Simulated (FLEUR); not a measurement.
# FeGe: which magnetic order is lowest, part 2 of 2

Aim: find out whether FeGe carries moments, and which collinear order costs least.

FLEUR MaX-R8.1; PBEsol; all-electron FLAPW, Dirac cores, scalar-relativistic bands.

So far. Step 2 (Start 1: ferro ++++): After 30 cycles the largest moment stands at 1.17 μB.

The database entry behind the starting cell differs from later determinations by our own check (about 0.2 % short), so it need not match the best structure at ambient conditions.

### 3. Run 2 (antiferro ++--)

Reversing part of the moments tests the sign of the couplings between them.

The input, inp.xml:

```
<?xml version="1.0" encoding="UTF-8" standalone="no"?>
<fleurInput fleurInputVersion="0.39">
   <comment>
      FeGe
   </comment>
   <calculationSetup>
      <cutoffs Kmax="3.74" Gmax="11.2" GmaxXC="11.2" numbands="0"/>
      <scfLoop itmax="90" minDistance="0.00002" maxIterBroyd="15" imix="Anderson" alpha="0.05" precondParam="0.0" spinf="2.0" sdNocoIR="T"/>
      <coreElectrons ctail="T" frcor="F" kcrel="0" coretail_lmax="0"/>
      <xcFunctional name="PBEs" relativisticCorrections="F"/>
      <magnetism jspins="2"/>
      <soc l_soc="F" theta="0.0" phi="0.0" spav="F"/>
      <expertModes spex="0" secvar="F"/>
      <geometryOptimization l_f="F" forcealpha="1.0" forcemix="BFGS" epsdisp="0.00001" epsforce="0.00001"/>
      <ldaU l_linMix="F" mixParam="0.05" spinf="1.0"/>
   </calculationSetup>
   <cell>
      <bzIntegration valenceElectrons="120.0" mode="hist" fermiSmearingEnergy="0.00110248">
         <kPointListSelection listName="default-1"/>
         <xi:include xmlns:xi="http://www.w3.org/2001/XInclude" href="kpts.xml"> </xi:include>
      </bzIntegration>
      <xi:include xmlns:xi="http://www.w3.org/2001/XInclude" href="sym.xml"> </xi:include>
      <bulkLattice scale="1.0">
         <bravaisMatrix>
            <row-1>    8.8609257982493990     0.0000000000000000     0.0000000000000000</row-1>
            <row-2>    0.0000000000000000     8.8609257982493990     0.0000000000000000</row-2>
            <row-3>    0.0000000000000000     0.0000000000000000     8.8609257982493990</row-3>
         </bravaisMatrix>
      </bulkLattice>
   </cell>
   <atomSpecies>
      <species name="Iron (Fe) 2.800" element="Fe" atomicNumber="26">
         <mtSphere radius="2.19" gridPoints="725" logIncrement="0.017"/>
         <atomicCutoffs lmax="8" lnonsphr="6"/>
         <electronConfig flipSpins="F">
            <coreConfig>(1s1/2) (2s1/2) (2p1/2) (2p3/2)</coreConfig>
            <valenceConfig>(3s1/2) (3p1/2) (3p3/2) (4s1/2) (3d3/2) (3d5/2)</valenceConfig>
            <stateOccupation state="(3d3/2)" spinUp="1.4" spinDown="1.0"/>
            <stateOccupation state="(3d5/2)" spinUp="3.0" spinDown="0.6"/>
         </electronConfig>
         <energyParameters s="4" p="4" d="3" f="4"/>
         <lo type="SCLO" l="0" n="3" eDeriv="0"/>
         <lo type="SCLO" l="1" n="3" eDeriv="0"/>
      </species>
      <species name="Iron (Fe) -2.800" element="Fe" atomicNumber="26">
         <mtSphere radius="2.19" gridPoints="725" logIncrement="0.017"/>
         <atomicCutoffs lmax="8" lnonsphr="6"/>
         <electronConfig flipSpins="F">
            <coreConfig>(1s1/2) (2s1/2) (2p1/2) (2p3/2)</coreConfig>
            <valenceConfig>(3s1/2) (3p1/2) (3p3/2) (4s1/2) (3d3/2) (3d5/2)</valenceConfig>
            <stateOccupation state="(3d3/2)" spinUp="1.0" spinDown="1.4"/>
            <stateOccupation state="(3d5/2)" spinUp="0.6" spinDown="3.0"/>
         </electronConfig>
         <energyParameters s="4" p="4" d="3" f="4"/>
         <lo type="SCLO" l="0" n="3" eDeriv="0"/>
         <lo type="SCLO" l="1" n="3" eDeriv="0"/>
      </species>
      <species name="Germanium (Ge)" element="Ge" atomicNumber="32">
         <mtSphere radius="2.19" gridPoints="725" logIncrement="0.017"/>
         <atomicCutoffs lmax="8" lnonsphr="6"/>
         <electronConfig flipSpins="F">
            <coreConfig>(1s1/2) (2s1/2) (2p1/2) (2p3/2) (3s1/2) (3p1/2) (3p3/2)</coreConfig>
            <valenceConfig>(4s1/2) (3d3/2) (3d5/2) (4p1/2) (4p3/2)</valenceConfig>
            <stateOccupation state="(4p1/2)" spinUp="0.333333" spinDown="0.333333"/>
            <stateOccupation state="(4p3/2)" spinUp="0.666667" spinDown="0.666667"/>
         </electronConfig>
         <energyParameters s="4" p="4" d="3" f="4"/>
      </species>
   </atomSpecies>
   <atomGroups>
      <atomGroup species="Iron (Fe) 2.800">
         <relPos label="                   1">.1350000000 .1350000000 .1350000000</relPos>
         <relPos label="                   2">.3650000000 -.1350000000 -.3650000000</relPos>
         <force calculate="T" relaxXYZ="TTT"/>
      </atomGroup>
      <atomGroup species="Iron (Fe) -2.800">
         <relPos label="                   3">-.3650000000 .3650000000 -.1350000000</relPos>
         <relPos label="                   4">-.1350000000 -.3650000000 .3650000000</relPos>
         <force calculate="T" relaxXYZ="TTT"/>
      </atomGroup>
      <atomGroup species="Germanium (Ge)">
         <relPos label="                   5">-.1580000000 -.1580000000 -.1580000000</relPos>
         <relPos label="                   6">-.3420000000 .1580000000 .3420000000</relPos>
         <force calculate="T" relaxXYZ="TTT"/>
      </atomGroup>
      <atomGroup species="Germanium (Ge)">
         <relPos label="                   7">.3420000000 -.3420000000 .1580000000</relPos>
         <relPos label="                   8">.1580000000 .3420000000 -.3420000000</relPos>
         <force calculate="T" relaxXYZ="TTT"/>
      </atomGroup>
   </atomGroups>
   <output dos="F" band="F" slice="F">
      <bandDOS minEnergy="-.5*Htr" maxEnergy="0.5*Htr" sigma="0.015" storeEVData="T"/>
      <plotting iplot="0" polar="F">
         <plot TwoD="T" vec1="  1.0  0.0  0.0" vec2="  0.0  1.0  0.0" vec3="  0.0  0.0  1.0" zero="  0.0  0.0  0.0" file="plot"/>
      </plotting>
      <moessbauerParams electricFieldGradient="F" isomerShift="F" coreHyperfine="F" valenceHyperfine="F"/>
   </output>
</fleurInput>
```

The input, crystal.txt:

```
FeGe
&input film=F cartesian=F /
4.68900000000  0.00000000000  0.00000000000
0.00000000000  4.68900000000  0.00000000000
0.00000000000  0.00000000000  4.68900000000
1.8897261246
1.0 1.0 1.0

8
26 0.13500000000  0.13500000000  0.13500000000 : 2.800
26 0.36500000000  0.86500000000  0.63500000000 : 2.800
26 0.63500000000  0.36500000000  0.86500000000 : -2.800
26 0.86500000000  0.63500000000  0.36500000000 : -2.800
32 0.84200000000  0.84200000000  0.84200000000
32 0.65800000000  0.15800000000  0.34200000000
32 0.34200000000  0.65800000000  0.15800000000
32 0.15800000000  0.34200000000  0.65800000000

&kpt div1=6 div2=6 div3=6 gamma=T /
```

Run with:

```sh
$ OMP_NUM_THREADS=1 inpgen -f crystal.txt > inpgen.log  # inp.xml is then edited as shown
$ OMP_NUM_THREADS=1 mpirun -n 4 fleur_MPI > fleur.log
```

Output:

```text
[banner, memory and clock lines left out]
Welcome to FLEUR        (www.flapw.de)
      MaX-Release 8.1          (www.max-centre.eu)

 ========== k-point set info ==========
 Selected k-point list: default-1
 k-point list type: mesh
 6 x 6 x 6
 Number of k points: 80

 ------------Calculation Setup---------------------------
 Number of PE/node        :            4
 Number of OMP-threads    :            1
 k-points in parallel     :            4
 pe's per k-point         :            1
 No of k-point loops      :           20
 Eigenvalue solver        :       lapack
 Number of basis functions:          678
 Approximate size of matrices (H+S) per k-point:         0.014 GB
 Iteration:     1   Distance:      18.92469522 me/bohr^3
 Iteration:     2   Distance:      17.33597630 me/bohr^3
 Iteration:     3   Distance:      13.43608127 me/bohr^3
 Iteration:     4   Distance:       7.28979489 me/bohr^3
 Iteration:     5   Distance:       6.41635717 me/bohr^3
 Iteration:     6   Distance:       3.62887740 me/bohr^3
 Iteration:     7   Distance:       3.54726919 me/bohr^3
 Iteration:     8   Distance:       2.56428236 me/bohr^3
 Iteration:     9   Distance:       2.31745221 me/bohr^3
 Iteration:    10   Distance:       1.06849904 me/bohr^3
[... 22 iterations left out ...]
 Iteration:    33   Distance:       0.00077546 me/bohr^3
 Iteration:    34   Distance:       0.00035304 me/bohr^3
 Iteration:    35   Distance:       0.00016412 me/bohr^3
 Iteration:    36   Distance:       0.00010405 me/bohr^3
 Iteration:    37   Distance:       0.00009712 me/bohr^3
 Iteration:    38   Distance:       0.00007437 me/bohr^3
 Iteration:    39   Distance:       0.00004596 me/bohr^3
 Iteration:    40   Distance:       0.00003399 me/bohr^3
 Iteration:    41   Distance:       0.00003236 me/bohr^3
 Iteration:    42   Distance:       0.00001203 me/bohr^3

 ********************************************************************
 Run finished successfully
 Stop message:
   all done
 ********************************************************************

--- out.xml (last complete iteration) ---
<iteration numberForCurrentRun="   42" overallNumber="   42">
         [... left out ...]
         <bandgap value="0.0000000213" units="eV"/>
         <sumValenceSingleParticleEnergies value="-67.2896936678" units="Htr"/>
         <FermiEnergy value="0.3964731349" units="Htr"/>
         <valenceDensity>
            <mtCharges spin="1">
               <mtCharge atomType="1" total="7.8495603" s="1.1301879" p="3.1404036" d="3.5706987" f="0.0070472"/>
               <mtCharge atomType="2" total="6.8488117" s="1.1234215" p="3.1332615" d="2.5837344" f="0.0071378"/>
               <mtCharge atomType="3" total="6.0513571" s="0.5071393" p="0.5356020" d="4.9961395" f="0.0102498"/>
               <mtCharge atomType="4" total="6.0465255" s="0.5106615" p="0.5264731" d="4.9967299" f="0.0104206"/>
            </mtCharges>
            <mtCharges spin="2">
               <mtCharge atomType="1" total="6.8488118" s="1.1234215" p="3.1332615" d="2.5837344" f="0.0071378"/>
               <mtCharge atomType="2" total="7.8495603" s="1.1301879" p="3.1404036" d="3.5706987" f="0.0070472"/>
               <mtCharge atomType="3" total="6.0465254" s="0.5106614" p="0.5264731" d="4.9967299" f="0.0104206"/>
               <mtCharge atomType="4" total="6.0513571" s="0.5071393" p="0.5356020" d="4.9961395" f="0.0102498"/>
            </mtCharges>
            <spinDependentCharge spin="1" total="59.9999999" interstitial="6.4074908" mtSpheres="53.5925092"/>
            <spinDependentCharge spin="2" total="60.0000001" interstitial="6.4074908" mtSpheres="53.5925093"/>
            <totalCharge value="120.0000000000"/>
         </valenceDensity>
         [... left out ...]
         <magneticMomentsInMTSpheres units="muBohr">
            <globalMagMoment atomType="1" vec="0.00000   0.00000   1.00075"/>
            <localMagMoment atomType="1" vec="0.00000   0.00000   1.00075"/>
            <globalMagMoment atomType="2" vec="0.00000   0.00000  -1.00075"/>
            <localMagMoment atomType="2" vec="0.00000   0.00000  -1.00075"/>
            <globalMagMoment atomType="3" vec="0.00000   0.00000   0.00483"/>
            <localMagMoment atomType="3" vec="0.00000   0.00000   0.00483"/>
            <globalMagMoment atomType="4" vec="0.00000   0.00000  -0.00483"/>
            <localMagMoment atomType="4" vec="0.00000   0.00000  -0.00483"/>
         </magneticMomentsInMTSpheres>
         [... left out ...]
         <totalEnergy value="   -13476.8258239340" units="Htr">
            <sumOfEigenvalues value="    -7741.3974670603">
               <coreElectrons value="-7674.1077733926"/>
               <valenceElectrons value="-67.2896936678"/>
            </sumOfEigenvalues>
            <densityCoulombPotentialIntegral value="-20765.5042740519"/>
            <densityEffectivePotentialIntegral value="-21462.9486524175"/>
            <chargeDenXCDenIntegral value="-532.0318148251"/>
            <FockExchangeEnergyValence value="0.0000000000"/>
            <FockExchangeEnergyCore value="0.0000000000"/>
         [... left out ...]
            <tkbTimesEntropy value="0.0007590313"/>
            <freeEnergy value="-13476.8265829653"/>
            <extrapolationTo0K value="-13476.8262034497"/>
         </totalEnergy>
         <densityConvergence units="me/bohr^3">
            <chargeDensity spin="1" distance="0.0000075589"/>
            <chargeDensity spin="2" distance="0.0000078619"/>
            <overallChargeDensity distance="0.0000096538"/>
            <spinDensity distance="0.0000120290"/>
         </densityConvergence>
      </iteration>
```

Run time: 11 min. Hardware: 4 MPI ranks of Intel Xeon Platinum 8488C (Sapphire Rapids), shared host; peak memory 0.79 GiB; 46 min of CPU time.

Spin moment in the muffin-tin sphere by atom:

```
atom  spin moment in the muffin-tin sphere (μB)
 Fe1                                       1.00
 Fe2                                       1.00
 Fe3                                      -1.00
 Fe4                                      -1.00
 Ge5                                       0.00
 Ge6                                       0.00
 Ge7                                       0.00
 Ge8                                       0.00
```

Numbers from this step:

```
free energy                                                       : -366723.1335 eV
program's band gap on this mesh (in a metal only a level spacing) : 2.13e-8 eV
magnetization                                                     : 0 μB
final state                                                       : antiferromagnetic
```

It lies 57.7 meV a seeded atom over the first start, and its largest moment is 1.00 μB against 1.17 μB.

### 4. Start 3: no spin polarisation

Without spin polarisation no moment can form, so the difference from the other runs is what forming moments gains.

inp.xml, as its differences from that of step 3:

```diff
@@ -10,3 +10,3 @@
       <xcFunctional name="PBEs" relativisticCorrections="F"/>
-      <magnetism jspins="2"/>
+      <magnetism jspins="1"/>
       <soc l_soc="F" theta="0.0" phi="0.0" spav="F"/>
@@ -31,3 +31,3 @@
    <atomSpecies>
-      <species name="Iron (Fe) 2.800" element="Fe" atomicNumber="26">
+      <species name="Iron (Fe)" element="Fe" atomicNumber="26">
          <mtSphere radius="2.19" gridPoints="725" logIncrement="0.017"/>
@@ -37,17 +37,4 @@
             <valenceConfig>(3s1/2) (3p1/2) (3p3/2) (4s1/2) (3d3/2) (3d5/2)</valenceConfig>
-            <stateOccupation state="(3d3/2)" spinUp="1.4" spinDown="1.0"/>
-            <stateOccupation state="(3d5/2)" spinUp="3.0" spinDown="0.6"/>
-         </electronConfig>
-         <energyParameters s="4" p="4" d="3" f="4"/>
-         <lo type="SCLO" l="0" n="3" eDeriv="0"/>
-         <lo type="SCLO" l="1" n="3" eDeriv="0"/>
-      </species>
-      <species name="Iron (Fe) -2.800" element="Fe" atomicNumber="26">
-         <mtSphere radius="2.19" gridPoints="725" logIncrement="0.017"/>
-         <atomicCutoffs lmax="8" lnonsphr="6"/>
-         <electronConfig flipSpins="F">
-            <coreConfig>(1s1/2) (2s1/2) (2p1/2) (2p3/2)</coreConfig>
-            <valenceConfig>(3s1/2) (3p1/2) (3p3/2) (4s1/2) (3d3/2) (3d5/2)</valenceConfig>
-            <stateOccupation state="(3d3/2)" spinUp="1.0" spinDown="1.4"/>
-            <stateOccupation state="(3d5/2)" spinUp="0.6" spinDown="3.0"/>
+            <stateOccupation state="(3d3/2)" spinUp="1.200000" spinDown="1.200000"/>
+            <stateOccupation state="(3d5/2)" spinUp="1.800000" spinDown="1.800000"/>
          </electronConfig>
@@ -70,8 +57,5 @@
    <atomGroups>
-      <atomGroup species="Iron (Fe) 2.800">
+      <atomGroup species="Iron (Fe)">
          <relPos label="                   1">.1350000000 .1350000000 .1350000000</relPos>
          <relPos label="                   2">.3650000000 -.1350000000 -.3650000000</relPos>
-         <force calculate="T" relaxXYZ="TTT"/>
-      </atomGroup>
-      <atomGroup species="Iron (Fe) -2.800">
          <relPos label="                   3">-.3650000000 .3650000000 -.1350000000</relPos>
@@ -83,5 +67,2 @@
          <relPos label="                   6">-.3420000000 .1580000000 .3420000000</relPos>
-         <force calculate="T" relaxXYZ="TTT"/>
-      </atomGroup>
-      <atomGroup species="Germanium (Ge)">
          <relPos label="                   7">.3420000000 -.3420000000 .1580000000</relPos>
```

The input, crystal.txt:

```
FeGe
&input film=F cartesian=F /
4.68900000000  0.00000000000  0.00000000000
0.00000000000  4.68900000000  0.00000000000
0.00000000000  0.00000000000  4.68900000000
1.8897261246
1.0 1.0 1.0

8
26 0.13500000000  0.13500000000  0.13500000000
26 0.36500000000  0.86500000000  0.63500000000
26 0.63500000000  0.36500000000  0.86500000000
26 0.86500000000  0.63500000000  0.36500000000
32 0.84200000000  0.84200000000  0.84200000000
32 0.65800000000  0.15800000000  0.34200000000
32 0.34200000000  0.65800000000  0.15800000000
32 0.15800000000  0.34200000000  0.65800000000

&kpt div1=6 div2=6 div3=6 gamma=T /
```

Output:

```text
[banner, memory and clock lines left out]
Welcome to FLEUR        (www.flapw.de)
      MaX-Release 8.1          (www.max-centre.eu)

 ========== k-point set info ==========
 Selected k-point list: default-1
 k-point list type: mesh
 6 x 6 x 6
 Number of k points: 24

 [... set-up left out ...]
 Iteration:     1   Distance:      19.25850762 me/bohr^3
 Iteration:     2   Distance:      14.55794542 me/bohr^3
 Iteration:     3   Distance:      11.59976791 me/bohr^3
 Iteration:     4   Distance:       5.31498856 me/bohr^3
 Iteration:     5   Distance:       4.72632665 me/bohr^3
[...]
<FermiEnergy value="0.3924814983" units="Htr"/>
         [... left out ...]
         <totalEnergy value="   -13476.8236402032" units="Htr">
            <sumOfEigenvalues value="    -7741.6051220472">
               <coreElectrons value="-7674.2821764813"/>
               <valenceElectrons value="-67.3229455659"/>
            </sumOfEigenvalues>
         [... left out ...]
            <freeEnergy value="-13476.8245604658"/>
            <extrapolationTo0K value="-13476.8241003345"/>
         </totalEnergy>
         <densityConvergence units="me/bohr^3">
            <chargeDensity spin="1" distance="0.0000030639"/>
         </densityConvergence>
      </iteration>
```

Run time: 48 s. Hardware: 4 MPI ranks; peak memory 0.31 GiB; 3.2 min of CPU time.

Numbers from this step:

* free energy: -366723.0785 eV
* program's band gap on this mesh (in a metal only a level spacing): 0.07544 eV
* final state: non-magnetic (no spin polarisation)

It lies 71.4 meV a seeded atom over the first start.

### 5. Energies of the orders

Free energies are divided by the number of seeded atoms.

Orders:

```
               start                                  final state  typed order kept  energy over the lowest (meV a seeded atom)  largest sphere moment (μB)  net moment (μB a primitive cell)  mesh matched  CPU time (s)
          ferro ++++  ferromagnetic, with opposed induced moments               yes                                           0                       1.175                              4.23           yes         587.1
      antiferro ++--                            antiferromagnetic               yes                                       57.67                       1.001                                 0           yes          2742
no spin polarisation                                 non-magnetic                 -                                       71.43                           0                                 0           yes         190.9
```

### 6. Results

```
lowest state found                 : ferromagnetic (typed ferro ++++)
largest site spin moment           : 1.17 μB
next finished state                : antiferromagnetic, 57.7 meV a seeded atom higher
energy gained by spin polarisation : 71.4 meV a seeded atom
```

What this shows: The lowest state found is ferromagnetic, reached from the start ferro ++++, with moments up to 1.17 μB. The next finished state costs 58 meV a seeded atom. This is the lowest of 3 finished starts, no proof of the ground state. With 4 seeded atoms in the first cell, sign patterns within that cell may remain untried.

[Logs and program files are shortened in this print: banners, set-up blocks, solver, clock and traceback lines can be left out without a mark of their own.]

[Logs are printed without paths, hosts, clocks, repeated set-up lines and the standing remarks that a program may print on its own settings, such as how far it seeks lower states.]

[Hosts, paths, dates, database ids (printed as entryN), source tags and the programs' standing remarks are cut or masked in the printed files.]

[Where a cell is said to come from a database of computed structures, the database is the Materials Project.]
